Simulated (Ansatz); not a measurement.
# BaTiO3 (P4mm) under biaxial strain in the (001) plane, that of a and b, part 3 of 3

Aim: how do the optical modes of BaTiO3 (P4mm) shift and split under this strain?

Ansatz 0.2.0; DFT LDA, scalar-relativistic, plane waves, PAW; PAW set soft_1.

So far, mean high-frequency dielectric constant: step 5 (zone-centre response at rest) 6.38.

The database entry behind the starting cell differs from later determinations by our own check (c/a about 0.6 % short), so it need not match the best structure at ambient conditions.

**7. Modes of this member: biaxial strain of +4 % in the (001) plane, that of a and b**

The zone-centre modes follow for biaxial strain of +4 % in the (001) plane, that of a and b, with the response to a field.

Input file input.yaml:

```yaml
crystal:
  lattice:
    - [4.0840495757, 0.0, 0.0]
    - [0.0, 4.0840495757, 0.0]
    - [0.0, 0.0, 3.8448140466]
  atoms:
    - { symbol: O, position: [0.5, 0.5, 0.0086006318] }
    - { symbol: O, position: [0.5, 0.0, 0.5086001584] }
    - { symbol: O, position: [0.0, 0.5, 0.5086001584] }
    - { symbol: Ti, position: [0.5, 0.5, 0.5086002829] }
    - { symbol: Ba, position: [0.0, 0.0, 0.0085987685] }
kpoints:
  mp_grid: { grid: [8, 8, 8] }
hamiltonian:
  xc: lda
  pseudopotentials: { kind: paw, azcp: { folder: soft_1 }, xc_functional: pbe }
scf:
  occupations: { method: fixed }
output:
  eigenvalues: true
phonons:
  method: dfpt
  dielectric: true
  rigid_motions: translations
```

Launch:

```console
$ ansatz run input.yaml --threads 8 --pin off --max-ram 20480MiB --backend cpu --events-out ev --progress --plain --runs-dir out
```

Numbers of over 12 decimals in the logs are rounded to 6 here.

The program printed:

```text
Warning: the atoms were moved onto the symmetric positions of the space group found under crystal.symmetry.tolerance 1.0e-5 (fractional; no operation is sought that the atoms, as they stand in a round, miss by more than twice it, and no atom is moved by as much as it), and the run uses the moved positions. Before a round's move an operation carried an atom to 9.47e-6 Å from where it should land, the largest such dist [...]
Warning: crystal.symmetry: narrowed to the stabiliser of the run's FFT grids — unitary ops 16 → 8. A phonons.method: dfpt run fills in the rows of the dynamical matrix that it does not solve by its symmetry operations, which is exact only for operations that map its FFT grids onto themselves: filled in by any other, the frequencies could depend on the order in which like atoms are typed, or, by more than the grids' own error, on where the crystal sits among the grids' points. Excluded: 8 operations. The run can therefore solve more perturbations, solve them on more k-points, or both, and cost more. [rest of the remark cut]
[...]
Crystal: 5 atoms, lattice volume = 64.129 Å³
Basis set: ecut = 420 eV, 1277 PW (Γ), exchange–correlation on 60×60×54 points (8 copies of the dense FFT grid, shifted against one another)
Bands: 25, of which v1, the nominal top of the filled ones, is band 20 counted from 1 (19 counted from 0)
Symmetry: 16 space group operations
k-points: 260 of 512 (irreducible under 1 space group operation, time reversal used)
[...]
SCF iter   1: F=—  HF=-9905.026319 eV  |F-HF|=—  |Δ(HF+E_count)|=         —  Δρ=5.74e-2  dr2=2.24e0  ethr=3.10e-3  ⟨swp⟩=4.7  Hψ=25193  notcnv=0  defer=539
[...]
SCF iter  12: F=-9904.445658 eV  HF=-9904.445658 eV  |F-HF|=3.64e-12  |Δ(HF+E_count)|=  1.64e-11  Δρ=6.91e-8  dr2=2.91e-12  ethr=1.00e-12  ⟨swp⟩=10.9  Hψ=37898  notcnv=0
SCF 1 converged in 12 iterations: F = -9904.445658 eV  dr2 = 2.91e-12
[...]
DFPT response loops at Γ: preconditioner auto → Resta (q_TF=auto, 2.522 Å⁻¹)  ε∞=6.1 (no band partly filled); β = 1.00, the filter's whole step (`scf.mixing.beta` (0.50) is not read by the response loops at its default; to damp them type it under 1.00, their step now; it binds the ground state too); Broyden in place of MSR1
[...]
Bands: 21, of which v1, the nominal top of the filled ones, is band 20 counted from 1 (19 counted from 0)
k-points: 40 of 512 (irreducible under 8 space group operations, time reversal used)
[...]
Eigensolver: Dense (40 Hₖ)
SCF iter   1: F=—  HF=-9904.442130 eV  |F-HF|=—  |Δ(HF+E_count)|=         —  Δρ=4.77e-4  dr2=2.66e-5  ethr=1.00e-1
[...]
SCF iter   4: F=-9904.442121 eV  HF=-9904.442121 eV  |F-HF|=5.73e-8  |Δ(HF+E_count)|=   6.16e-7  Δρ=1.67e-5  dr2=9.83e-8  ethr=6.87e-9
SCF 1 converged in 4 iterations: F = -9904.442121 eV  dr2 = 9.83e-8
[...]
SCF converged after 12 iterations
Free energy (F): -9904.445658 eV
[...]
Internal energy: -9904.445658 eV  (E = F + TS)
E sigma→0 (E₀):  -9904.445658 eV
Fermi energy:    9.956397 eV
[...]
--- Band table (eV; the first three rows and the last of 260) ---
  k-point 0: bands = [... 16 lower, 8.9143, 9.7703, 9.7703, 9.8408, 11.5488, 11.6597, 11.6597, 13.6895, ... 1 higher]
  k-point 1: bands = [... 16 lower, 8.7501, 9.4490, 9.6430, 9.6430, 11.5744, 12.0525, 12.0525, 13.6907, ... 1 higher]
  k-point 2: bands = [... 16 lower, 8.3958, 8.7642, 9.4151, 9.4151, 11.6380, 12.8267, 12.8267, 13.6936, ... 1 higher]
  k-point 259: bands = [... 16 lower, 7.9094, 9.7890, 9.9564, 9.9564, 13.9071, 14.2251, 14.2251, 16.4618, ... 1 higher]
[...]
ASR residual: 6.619e-5 → 0.000e0 eV/Å²; symmetrization residual: 3.374e-5 eV/Å²
  The last average, over the group as it would stand without the narrowing to the FFT grids, took up to 3.553e-15 eV/Å² of the zone centre's force constants
  ASR residual per site (eV/Å²): 5.73e-5 6.62e-5 6.62e-5 3.05e-5 1.36e-5
[...]
ε∞ (high-frequency dielectric tensor):
        6.708989     0.000000     0.000000
        0.000000     6.708989     0.000000
        0.000000     0.000000     6.975765
[...]
Born effective charges Z* (e; rows j = field, columns β = displacement):
    site 0:
        -2.02623   -0.00000    0.00000
        -0.00000   -2.02623    0.00000
         0.00000    0.00000   -6.45073
    site 1:
        -2.22615   -0.00000    0.00000
        -0.00000   -5.54524    0.00000
         0.00000    0.00000   -2.17160
    site 2:
        -5.54524   -0.00000    0.00000
        -0.00000   -2.22615    0.00000
         0.00000    0.00000   -2.17160
    site 3:
         7.05962    0.00000    0.00000
         0.00000    7.05962    0.00000
         0.00000    0.00000    8.03026
    site 4:
         2.73800    0.00000    0.00000
         0.00000    2.73800    0.00000
         0.00000    0.00000    2.76367
  Z* charge neutrality: 3.655e-3 e pre-enforcement
[...]
optical modes at Γ without the LO–TO term, one row a degenerate level:
      ω (cm⁻¹)  modes    IR ((D/Å)²/amu)
       -313.22      2           157.9501
         98.13      1            96.0205
        156.50      2             4.0161
        159.90      1             0.3061
        262.67      2             3.1530
        293.72      1             0.0000
        435.99      2             0.2576
        481.40      1             9.6423
  optical modes at Γ + LO–TO along q̂ = [1.0000, 0.0000, 0.0000]:
      ω (cm⁻¹)  modes    IR ((D/Å)²/amu)
       -313.22      1            78.9750
         98.13      1            96.0205
        140.97      1             0.4049
        156.50      1             2.0081
        159.90      1             0.3061
        253.53      1             0.5421
        262.67      1             1.5765
        293.72      1             0.0000
        434.50      1             0.5275
        435.99      1             0.1288
        481.40      1             9.6423
        567.84      1            81.2139
  optical modes at Γ + LO–TO along q̂ = [0.0000, 1.0000, 0.0000]:
      ω (cm⁻¹)  modes    IR ((D/Å)²/amu)
       -313.22      1            78.9750
         98.13      1            96.0205
[...]
434.50      1             0.5275
        435.99      1             0.1288
        481.40      1             9.6423
        567.84      1            81.2139
  optical modes at Γ + LO–TO along q̂ = [0.0000, 0.0000, 1.0000]:
      ω (cm⁻¹)  modes    IR ((D/Å)²/amu)
       -313.22      2           157.9501
        156.50      2             4.0161
        159.74      1             0.0004
        262.67      2             3.1530
        293.72      1             0.0000
        435.99      2             0.2576
        446.53      1             3.7005
        739.77      1           102.2681
```

Elapsed: 77 s, on 8 threads of Arm Neoverse V2, shared host; peak memory 2 GiB.

Numbers from this step:

| Property | Result |
| --- | --- |
| sum-rule residual before enforcement | 6.62e-5 eV/Å² |
| miss of the charge sum rule | 0.003655 e |
| estimated error of the dielectric tensor | 0.02178 |
| estimated error of the Born charges | 0.03905 e |
| point group | 4/mmm |
| highest optical mode at the zone centre (no LO-TO term) | 481.4 cm⁻¹ |
| lowest optical zone-centre mode | -313.2 cm⁻¹ |
| mean high-frequency dielectric constant | 6.798 |
| largest Born charge (third of the trace) | 7.383 e |
| top of the zone-centre spectrum with the field | 739.8 cm⁻¹ |

Without the LO-TO term. Patterns of degenerate modes are one choice out of their space. Modes at Γ, with each element's share of the kinetic energy (negative means imaginary):

```csv
mode,frequency (cm⁻¹),symmetry,O %,Ti %,Ba %
1,-313.2,Eu,58,42,0
2,-313.2,Eu,58,42,0
3,0.0,acoustic,21,21,59
4,0.0,acoustic,21,21,59
5,0.0,acoustic,21,21,59
6,98.1,A2u,59,40,1
7,156.5,Eu,30,30,41
8,156.5,Eu,30,30,41
9,159.9,A2u,21,38,41
10,262.7,Eu,100,0,0
11,262.7,Eu,100,0,0
12,293.7,B2u,100,0,0
13,436.0,Eu,92,8,0
14,436.0,Eu,92,8,0
15,481.4,A2u,99,1,0
```

Displacements in mode 1 (-313.2 cm⁻¹), the largest set to 1:
```
O1   0.19  0.48  0.00
O2   0.10  1.00  0.00
O3   0.40  0.26  0.00
Ti4 -0.22 -0.56  0.00
Ba5  0.00 -0.01  0.00
```

Displacements in mode 7 (156.5 cm⁻¹), the largest set to 1:
```
O1   0.03 -1.00  0.00
O2   0.02 -0.64  0.00
O3   0.02 -0.71  0.00
Ti4  0.02 -0.80  0.00
Ba5 -0.02  0.55  0.00
```

Transverse modes; imaginary modes are left out. Infrared lines, with heights relative to the strongest:

```csv
position (cm⁻¹),label,relative intensity
98,A2u,100
156,Eu,4.2
160,A2u,0.3
263,Eu,3.3
294,B2u,0.0
436,Eu,0.3
481,A2u,10
```

Without the LO-TO term the lowest optical mode is imaginary, 313.2i cm⁻¹, so the energy falls along it, and the highest lies at 481.4 cm⁻¹.

Between step 5 and this run (strain 4 %) the value for the mean high-frequency dielectric constant moves from 6.38 to 6.80 (+7 %).

**8. A member of the series: biaxial strain of -4 % in the (001) plane, that of a and b**

The cell takes a biaxial strain of -4 % in the (001) plane, that of a and b. The strained lengths are held, while the rest of the cell and the atoms relax.

input.yaml, the sections that differ from step 7:

```yaml
crystal:
  lattice:
    - [3.7698919158, 0.0, 0.0]
    - [0.0, 3.7698919158, 0.0]
    - [0.0, 0.0, 4.1621485154]
  atoms:
    - { symbol: O, position: [0.5, 0.5, 0.0359838543] }
    - { symbol: O, position: [0.5, 0.0, 0.5225887177] }
    - { symbol: O, position: [0.0, 0.5, 0.5225887177] }
    - { symbol: Ti, position: [0.5, 0.5, 0.472091025] }
    - { symbol: Ba, position: [0.0, 0.0, -0.0102523148] }
output:
  forces: true
  stress: true
  eigenvalues: true
relax:
  adjacent_minimum: "off"
  f_tol: 0.001
  max_steps: 60
  cell: { stress_tol: 0.01, fix: [a, b, gamma] }
# kpoints, hamiltonian, scf: as in step 7
# phonons: removed
```

The program printed:

```text
[...]
Crystal: 5 atoms, lattice volume = 59.153 Å³
Basis set: ecut = 420 eV, 1165 PW (Γ)
Bands: 25, of which v1, the nominal top of the filled ones, is band 20 counted from 1 (19 counted from 0)
Symmetry: 8 space group operations
[...]
k-points: 75 of 512 (time reversal used)
[...]
cell:  # Å, volume = 60.7401 Å³
    - [3.7698919158, 0, 1.965425604626698e-17]
    - [0, 3.7698919158, 0]
    - [2.169927797701918e-17, 0, 4.273834]
  atoms:
    - { symbol: O, position: [0.500000, 0.500000, 0.043665] }
    - { symbol: O, position: [0.500000, 0, 0.526717] }
    - { symbol: O, position: [8.855954454106027e-19, 0.500000, 0.526717] }
    - { symbol: Ti, position: [0.500000, 0.500000, 0.464601] }
    - { symbol: Ba, position: [-1.8121705965859865e-18, 0, -0.018700] }
[key lines of the parts left out:]
SCF converged after 5 iterations
Free energy (F): -9904.426014 eV
Fermi energy:    11.085543 eV
P = ⅓ Tr σ = 8.5165 GPa (85.165 kbar)
```

It took 25 s on 8 threads; peak memory 0.55 GiB.

The steps of the relaxation:

```csv
step,energy less that of the first step (eV),largest force component (eV/Å),pressure (GPa),volume (Å³)
1,0.0000,0.0776,11.87,59.15
2,-0.0036,0.1366,10.46,59.64
3,-0.0046,0.2520,9.38,60.09
4,-0.0053,0.1663,8.58,60.44
5,-0.0058,0.0395,8.48,60.63
6,-0.0063,0.0246,8.85,60.50
7,-0.0062,0.0014,8.74,60.55
8,-0.0062,0.0001,8.73,60.56
9*,-0.0119,0.0033,8.86,60.56
10,-0.0116,0.0027,8.58,60.70
11,-0.0115,0.0006,8.53,60.73
12*,-0.0121,0.0008,8.54,60.73
13,-0.0121,0.0007,8.52,60.74
14*,-0.0121,0.0007,8.52,60.74
```

Relaxation steps marked * repeat the geometry before them on a plane-wave basis chosen anew for their cell, so energy and pressure can jump there.

The run keeps the 8 symmetry operations that it works with, so distortions that break them were not tested.

```csv
"conventional cell, symmetrised",before,after,change
a (Å),3.770,3.770,-0.0 %
b (Å),3.770,3.770,-0.0 %
c (Å),4.162,4.274,+2.7 %
volume (Å³/atom),11.83,12.15,+2.7 %
```

The atoms that moved most (Å, as changes of fractional coordinates times the final cell):

```csv
atom,dx,dy,dz,length
Ba5,0.000,0.000,-0.036,0.036
O1,0.000,0.000,0.033,0.033
Ti4,0.000,0.000,-0.032,0.032
O2,0.000,0.000,0.018,0.018
O3,0.000,0.000,0.018,0.018
```

Final coordinates:

```cif
data_structure
_symmetry_space_group_name_H-M 'P 1'
_symmetry_Int_Tables_number 1
_cell_length_a 3.7699
_cell_length_b 3.7699
_cell_length_c 4.2738
_cell_angle_alpha 90.000
_cell_angle_beta 90.000
_cell_angle_gamma 90.000
_cell_volume 60.74
loop_
_atom_site_label
_atom_site_type_symbol
_atom_site_fract_x
_atom_site_fract_y
_atom_site_fract_z
_atom_site_occupancy
O1 O 0.50000 0.50000 0.04367 1
O2 O 0.50000 0.00000 0.52672 1
O3 O 0.00000 0.50000 0.52672 1
Ti4 Ti 0.50000 0.50000 0.46460 1
Ba5 Ba 0.00000 0.00000 0.98130 1
```

Numbers from this step:

| Quantity | Value |
| --- | --- |
| pressure | 8.516 GPa |
| gap on the k-mesh | 1.935 eV |
| volume per atom | 12.15 Å³ |

The largest force component left is 0.69 meV/Å.

**9. Modes of this member: biaxial strain of -4 % in the (001) plane, that of a and b**

The zone-centre modes follow for biaxial strain of -4 % in the (001) plane, that of a and b, with the response to a field.

input.yaml, the sections that differ from step 8:

```yaml
crystal:
  lattice:
    - [3.7698919158, 0.0, 0.0]
    - [0.0, 3.7698919158, 0.0]
    - [0.0, 0.0, 4.2738340699]
  atoms:
    - { symbol: O, position: [0.5, 0.5, 0.0436651315] }
    - { symbol: O, position: [0.5, 0.0, 0.526717276] }
    - { symbol: O, position: [0.0, 0.5, 0.526717276] }
    - { symbol: Ti, position: [0.5, 0.5, 0.4646007911] }
    - { symbol: Ba, position: [0.0, 0.0, -0.0187004747] }
output:
  eigenvalues: true
phonons:
  method: dfpt
  dielectric: true
  rigid_motions: translations
# kpoints, hamiltonian, scf: as in step 8
# relax: removed
```

The program printed:

```text
[...]
Crystal: 5 atoms, lattice volume = 60.740 Å³
Basis set: ecut = 420 eV, 1191 PW (Γ), exchange–correlation on 54×54×60 points (8 copies of the dense FFT grid, shifted against one another)
Bands: 25, of which v1, the nominal top of the filled ones, is band 20 counted from 1 (19 counted from 0)
Symmetry: 8 space group operations
k-points: 260 of 512 (irreducible under 1 space group operation, time reversal used)
[...]
ω (cm⁻¹)  modes    IR ((D/Å)²/amu)
[...]
optical modes at Γ + LO–TO along q̂ = [0.0000, 1.0000, 0.0000]:
      ω (cm⁻¹)  modes    IR ((D/Å)²/amu)
[...]
optical modes at Γ + LO–TO along q̂ = [0.0000, 0.0000, 1.0000]:
      ω (cm⁻¹)  modes    IR ((D/Å)²/amu)
[...]
337.13      2            23.7944
        466.55      1             4.9905
        565.20      2            50.9020
        755.92      1            34.7750
[key lines of the parts left out:]
SCF converged after 12 iterations
Free energy (F): -9904.426015 eV
Fermi energy:    11.085543 eV
```

Run time: 78 s. Hardware: 8 threads; peak memory 1.9 GiB.

Numbers from this step:

```
sum-rule residual before enforcement                    : 6.65e-5 eV/Å²
miss of the charge sum rule                             : 0.001240 e
estimated error of the dielectric tensor                : 0.01765
estimated error of the Born charges                     : 0.02759 e
point group                                             : 4mm
highest optical mode at the zone centre (no LO-TO term) : 615.1 cm⁻¹
lowest optical zone-centre mode                         : 171.6 cm⁻¹
mean high-frequency dielectric constant                 : 5.789
largest Born charge (third of the trace)                : 6.069 e
mean static dielectric constant                         : 34.49
top of the zone-centre spectrum with the field          : 801.9 cm⁻¹
```

Without the LO-TO term. Patterns of degenerate modes are one choice out of their space. The modes at Γ (shares of kinetic energy by element, %):

```csv
mode,frequency (cm⁻¹),symmetry,O %,Ti %,Ba %
1,0.0,acoustic,21,21,59
2,0.0,acoustic,21,21,59
3,0.0,acoustic,21,21,59
4,171.6,A1,39,20,40
5,186.9,E,34,26,40
6,186.9,E,34,26,40
7,230.3,E,56,44,1
8,230.3,E,56,44,1
9,262.6,B1,100,0,0
10,337.1,E,91,8,1
11,337.1,E,91,8,1
12,386.6,A1,53,47,1
13,565.2,E,98,2,0
14,565.2,E,98,2,0
15,615.1,A1,88,12,0
```

Displacements in mode 4 (171.6 cm⁻¹), the largest set to 1:
```
O1   0.00  0.00 -0.85
O2   0.00  0.00 -1.00
O3   0.00  0.00 -1.00
Ti4  0.00  0.00 -0.69
Ba5  0.00  0.00  0.57
```

Displacements in mode 7 (230.3 cm⁻¹), the largest set to 1:
```
O1   0.00 -0.03  0.00
O2  -0.10  0.30  0.00
O3  -0.03  1.00  0.00
Ti4  0.05 -0.53  0.00
Ba5  0.00  0.04  0.00
```

Transverse modes. Lines of the infrared spectrum (strongest = 100):

```csv
position (cm⁻¹),label,relative intensity
172,A1,8.0
187,E,11
230,E,100
263,B1,0.0
337,E,31
387,A1,20
565,E,65
615,A1,24
```

Without the LO-TO term the lowest optical mode is real, 172 cm⁻¹, and the highest lies at 615.1 cm⁻¹.

Between step 5 and this run (strain -4 %) the value for the mean high-frequency dielectric constant moves from 6.38 to 5.79 (-9 %).

**10. All members side by side**

The members are set side by side, also those not shown above.

Stress is positive in compression; energies are extrapolated to zero smearing, and E0 is that at rest; the axis is the normal of the plane; imaginary frequencies occur in the series; the edges not held and the atoms are relaxed in each cell. State of the crystal along the series:

```csv
strain (%),in-plane stress (GPa),free strain along c (%),E - E0 (meV/atom),gap on mesh (eV),ε∞ along the axis,"ε∞ across the axis, mean",ε0 along the axis,"ε0 across the axis, mean","largest Born charge in size, a third of the trace (e)","top mode with the field, highest of q along x, y and z (cm⁻¹)"
-4,12.77,7.53,42.48,1.935,5.13,6.118,18.01,42.73,6.069,801.9
-3,10.32,4.72,24.25,1.915,5.319,6.273,20.57,56.69,6.288,778
-2,7.021,2.754,10.77,1.895,5.532,6.388,24.44,86.34,6.481,748.5
-1,3.498,1.231,2.681,1.874,5.775,6.479,30.84,212.7,6.669,717.2
0,0.002546,0,0,1.852,6.044,6.552,-,-,6.853,711.5
1,-3.32,-1.05,2.566,1.829,6.338,6.613,-,-,7.038,713.7
2,-6.421,-1.963,10.05,1.743,6.65,6.668,-,-,7.226,718.2
3,-9.322,-2.719,22.12,1.653,6.913,6.704,-,-,7.372,725.9
4,-12.04,-3.264,38.56,1.592,6.976,6.709,-,-,7.383,739.8
```

Without the LO-TO term; optical modes are counted from below at rest and tracked from member to member by their patterns, and modes that stay within 0.3 cm⁻¹ of each other stand once; labels, where given, are those at rest; imaginary frequencies occur in the series; the edges not held and the atoms are relaxed in each cell. Optical modes along the series:

```csv
strain (%),optical mode 1 E (cm⁻¹),optical mode 2 A1 (cm⁻¹),optical mode 3 E (cm⁻¹),optical mode 4 A1 (cm⁻¹),optical mode 5 E (cm⁻¹),optical mode 6 B1 (cm⁻¹),optical mode 7 E (cm⁻¹),optical mode 8 A1 (cm⁻¹)
-4,230.3,171.6,186.9,386.6,337.1,262.6,565.2,615.1
-3,210.3,174.9,186.8,361.2,324.3,271,540.9,573.1
-2,174.2,176.4,187.6,333.6,309.9,278.4,517.5,543.8
-1,113.1,176.1,183.3,300.7,297.6,284.4,497.5,523.1
0,-94.93,174.2,179.1,261.4,288.3,288.6,481,508.5
1,-181,170.3,174.3,212.4,280.9,291.3,467.4,497.4
2,-238.4,171.6,168.9,136.9,274.3,292.6,455.9,488.2
3,-281.7,165.2,163,44.04,268.2,293,445.6,481.9
4,-313.2,159.9,156.5,98.13,262.7,293.7,436,481.4
```

Value and slope at zero strain of a cubic (a lower polynomial where under five rows exist) through the rows within 2 % of rest. Slopes at rest:

```csv
mode,frequency (cm⁻¹),shift per percent of strain (cm⁻¹),shift per GPa of compressive stress (cm⁻¹)
optical mode 2 A1,173.5,-3.48,1.02
optical mode 3 E,179,-4.46,1.3
optical mode 4 A1,262.5,-42.47,12.4
optical mode 5 E,288.3,-8.2,2.39
optical mode 6 B1,288.6,3.45,-1.01
optical mode 7 E,481,-14.92,4.36
optical mode 8 A1,508.4,-12.5,3.65
```

**11. Results**

* members: 9
* highest optical mode at the zone centre (no LO-TO term), at rest: 508.5 cm⁻¹
* biaxial modulus in the (001) plane, that of a and b: 342 GPa
* optical mode 5 E, shift per percent: -8.20 cm⁻¹
* optical mode 6 B1, shift per percent: 3.45 cm⁻¹
* optical mode 7 E, shift per percent: -14.92 cm⁻¹
* optical mode 8 A1, shift per percent: -12.50 cm⁻¹

The stress changes by 3.42 GPa for each percent, a biaxial modulus of 342 GPa in the (001) plane, that of a and b. For each percent the free edge responds with -1.13 %. Within 2 % of rest several modes bend away from a straight line, so single slopes hold only near rest. A mode is imaginary at strain (%) 0, 1, 2, 3 and 4, where this structure is not a minimum. These are harmonic frequencies at zero temperature: anharmonic shifts, linewidths and thermal expansion are left out. Spin-orbit coupling is left out, which can matter for the heavy elements here. The PAW files were made for PBE; the program adapts parts of them to the functional of the run, but their partial waves stay those of PBE, an approximation that was not tested in this session. Only the zone centre was solved, so an instability at another wavevector cannot show here.

[Logs are printed without paths, hosts, clocks, repeated set-up lines and the standing remarks that a program may print on its own settings, such as how far it seeks lower states.]

[Hosts, paths, dates, database ids (printed as entryN), source tags and the programs' standing remarks are cut or masked in the printed files.]
